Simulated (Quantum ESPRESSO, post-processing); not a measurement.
# 1T-MgI2, 1 layer: cutoff convergence, part 3 of 3

Aim: how far one choice must go before the vacuum level and the energy of 1T-MgI2, 1 layer stand still, and what it costs.

Quantum ESPRESSO 7.5; plane-wave DFT, PBE, SSSP efficiency pseudopotentials.

So far. Step 5 (Ground state: ecutwfc 38 Ry, ecutrho 304 Ry): Counted from each run's own zero (the valence top), the vacuum level differs from the first run's by -1 meV. Step 6 (SCF with pw.x: ecutwfc 31 Ry, ecutrho 248 Ry): Counted from each run's own zero (the valence top), the vacuum level differs from the first run's by +1 meV.

## (7) Self-consistent run: ecutwfc 25 Ry, ecutrho 200 Ry (continued)

The program's own clock; routines nest. Time by routine:

| routine | wall time (s) | calls |
| --- | --- | --- |
| PWSCF | 7.79 | 1 |
| electrons | 7.27 | 1 |
| c_bands | 2.93 | 23 |
| cegterg | 2.72 | 92 |
| h_psi | 2.08 | 683 |
| fftw | 1.91 | 8738 |
| vloc_psi | 1.87 | 683 |
| mix_rho | 1.74 | 23 |
| v_of_rho | 0.86 | 23 |
| ffts | 0.85 | 2627 |
| sum_band | 0.76 | 23 |
| PAW_pot | 0.69 | 23 |
| fft | 0.41 | 309 |
| newd | 0.34 | 23 |

Counted from each run's own zero (the valence top), the vacuum level differs from the first run's by +1 meV.

## (8) Ground state: ecutwfc 20 Ry, ecutrho 160 Ry

Input file c6.in:

```
&control
  prefix = 'c6'
  outdir = './out'
  pseudo_dir = './pseudo'
  calculation = 'scf'
  tprnfor = .true.
/
&system
  ibrav = 0
  nat = 3
  ntyp = 2
  ecutwfc = 20
  ecutrho = 160
  occupations = 'smearing'
  smearing = 'fd'
  degauss = 0.004
  assume_isolated = 'esm'
  esm_bc = 'bc1'
/
&electrons
  conv_thr = 1e-07
  mixing_beta = 0.4
  electron_maxstep = 120
  mixing_mode = 'local-TF'
/
ATOMIC_SPECIES
  I   126.9045  I.pbe-n-kjpaw_psl.0.2.UPF
  Mg  24.3050  Mg.pbe-n-kjpaw_psl.0.3.0.UPF
CELL_PARAMETERS angstrom
  4.20000000000000 0.00000000000000 0.00000000000000
  -2.10000000000000 3.63730669589464 0.00000000000000
  0.00000000000000 0.00000000000000 19.59210358589312
ATOMIC_POSITIONS crystal
  I   0.666666666667 0.333333333333 -0.066151742577
  Mg  0.000000000000 0.000000000000 0.000000000000
  I   0.333333333333 0.666666666667 0.066151742577
K_POINTS automatic
  6 6 1 0 0 0
```

Started as:

```sh
> OMP_NUM_THREADS=1 mpirun -n 4 pw.x -nk 2 -in c6.in > c6.out
```

Output:

```text
[banner, memory and clock lines left out]
Program PWSCF v.7.5 starts
[...]
Message from routine setup:
[...]
number of electrons       =        16.00
     number of Kohn-Sham states=           12
     kinetic-energy cutoff     =      20.0000  Ry
     charge density cutoff     =     160.0000  Ry
[...]
number of k points=     7  Fermi-Dirac smearing, width (Ry)=  0.0040
[...]
Dense  grid:    68897 G-vectors     FFT dimensions: (  32,  32, 150)
[...]
negative rho (up, down):  9.150E-04 0.000E+00
     Starting wfcs are   12 randomized atomic wfcs
[...]
negative rho (up, down):  6.242E-04 0.000E+00
[...]
estimated scf accuracy    <       0.03743929 Ry
[...]
negative rho (up, down):  5.098E-04 0.000E+00
[...]
estimated scf accuracy    <       0.02054805 Ry
[...]
negative rho (up, down):  1.481E-04 0.000E+00
[...]
estimated scf accuracy    <       0.00062469 Ry
[...]
negative rho (up, down):  1.471E-04 0.000E+00
[...]
estimated scf accuracy    <       0.00075018 Ry
[...]
negative rho (up, down):  1.009E-04 0.000E+00
[...]
estimated scf accuracy    <       0.00152126 Ry
[...]
negative rho (up, down):  9.934E-05 0.000E+00
[...]
estimated scf accuracy    <       0.00019504 Ry
[...]
negative rho (up, down):  1.036E-04 0.000E+00
[...]
estimated scf accuracy    <       0.00003667 Ry
[...]
negative rho (up, down):  1.411E-04 0.000E+00
[...]
estimated scf accuracy    <       0.00002266 Ry
[...]
negative rho (up, down):  3.002E-04 0.000E+00
[...]
estimated scf accuracy    <       0.00002002 Ry
[...]
negative rho (up, down):  3.045E-04 0.000E+00
[...]
estimated scf accuracy    <       0.00010143 Ry
[...]
negative rho (up, down):  3.396E-04 0.000E+00
[...]
estimated scf accuracy    <       0.00004774 Ry
[...]
negative rho (up, down):  5.018E-04 0.000E+00
[...]
estimated scf accuracy    <       0.00000472 Ry
[...]
negative rho (up, down):  7.073E-04 0.000E+00
[...]
estimated scf accuracy    <       0.00000083 Ry
[...]
negative rho (up, down):  7.360E-04 0.000E+00
[...]
estimated scf accuracy    <       0.00000053 Ry
[...]
negative rho (up, down):  7.624E-04 0.000E+00
[...]
estimated scf accuracy    <       0.00000136 Ry
[...]
negative rho (up, down):  7.809E-04 0.000E+00
[...]
the Fermi energy is    -5.0149 ev
!    total energy              =    -791.61302316 Ry
[...]
estimated scf accuracy    <       0.00000003 Ry
     smearing contrib. (-TS)   =      -0.00000000 Ry
     internal energy E=F+TS    =    -791.61302316 Ry
[...]
one-electron contribution =     182.52389574 Ry
     hartree contribution      =     -88.87810004 Ry
     xc contribution           =     -85.38300504 Ry
     ewald contribution        =    -127.53329247 Ry
[...]
convergence has been achieved in  16 iterations
     negative rho (up, down):  7.809E-04 0.000E+00
[...]
Total force =     0.132791     Total SCF correction =     0.000256
[...]
```

Elapsed: 5.5 s, on 4 MPI ranks of Arm Neoverse V2, shared host; peak memory 0.27 GiB.

Read from the output:

| Quantity | Value |
| --- | --- |
| free energy | -10770.4439 eV |
| Fermi energy | -5.015 eV |
| valence top, on the run's zero | -6.278 eV |
| conduction bottom, on the run's zero | -2.773 eV |
| gap by band count | 3.505 eV |
| vacuum line at the lower end of the cell, over the valence top | 6.278 eV |
| vacuum line at the upper end of the cell, over the valence top | 6.278 eV |

The program's own clock; routines nest. Time by routine:

| routine | wall time (s) | calls |
| --- | --- | --- |
| PWSCF | 5 | 1 |
| electrons | 4.57 | 1 |
| c_bands | 2.09 | 17 |
| cegterg | 1.94 | 68 |
| h_psi | 1.55 | 539 |
| fftw | 1.46 | 6912 |
| vloc_psi | 1.42 | 539 |
| mix_rho | 0.99 | 17 |
| ffts | 0.55 | 1805 |
| PAW_pot | 0.52 | 17 |
| sum_band | 0.45 | 17 |
| v_of_rho | 0.38 | 17 |
| init_run | 0.26 | 1 |
| newd | 0.18 | 17 |

Counted from each run's own zero (the valence top), the vacuum level differs from the first run's by +3 meV.

## (9) The series side by side

All levels:

| level | vacuum level over the valence top (eV) | its change from the first (meV) | energy from the first (meV an atom) | SCF iterations | wall time (s) | peak memory (GiB) | CPU time (s) |
| --- | --- | --- | --- | --- | --- | --- | --- |
| ecutwfc 68 Ry, ecutrho 544 Ry | 6.275 | 0 | 0 | 26 | 51.28 | 0.84 | 204.7 |
| ecutwfc 56 Ry, ecutrho 448 Ry | 6.276 | 0.826 | 0.4732 | 25 | 33.02 | 0.68 | 131.7 |
| ecutwfc 45 Ry, ecutrho 360 Ry | 6.275 | 0.286 | 1.937 | 17 | 18.99 | 0.47 | 75.59 |
| ecutwfc 38 Ry, ecutrho 304 Ry | 6.274 | -0.774 | 2.623 | 26 | 15.7 | 0.45 | 62.44 |
| ecutwfc 31 Ry, ecutrho 248 Ry | 6.276 | 0.6777 | 6.915 | 23 | 14.65 | 0.37 | 58.24 |
| ecutwfc 25 Ry, ecutrho 200 Ry | 6.276 | 1.278 | 13.86 | 22 | 8.35 | 0.32 | 33.03 |
| ecutwfc 20 Ry, ecutrho 160 Ry | 6.278 | 2.77 | 21.09 | 16 | 5.55 | 0.27 | 21.86 |

## (10) What came out

```yaml
vacuum_level_over_the_valence_top_ecutwfc_68_ry_ecutrho_544_ry: 6.275 eV
cheapest_step_of_the_main_series_that_with_all_steps_before_it_keeps_the_vacuum_level_within_20_mev_of_the_first: ecutwfc 20 Ry, ecutrho 160 Ry: +3 meV, 22 s of CPU time against 3.4 min
setting_with_the_largest_shift_of_the_level: ecutwfc 20 Ry, ecutrho 160 Ry: +3 meV
```

**Reading.** The cheapest step of the main series that, with all steps before it, keeps the vacuum level within 20 meV of the first is ecutwfc 20 Ry, ecutrho 160 Ry: +3 meV, 22 s of CPU time against 3.4 min. Over the series the energy moves by up to 21.1 meV an atom and the vacuum level by up to 3 meV. The times come from a shared host and are rough. Peak memory is sampled during the run and can miss the peak. The geometry is as built, not relaxed.

[Logs are printed without paths, hosts, clocks, repeated set-up lines and the standing remarks that a program may print on its own settings, such as how far it seeks lower states.]

[Hosts, paths, dates, database ids (printed as entryN), source tags and the programs' standing remarks are cut or masked in the printed files.]

[Maps of the electrostatic potential energy from Ansatz leave out the sawtooth potential of an applied field or a dipole correction, so their vacuum need not be flat; planar profiles and work functions include it.]
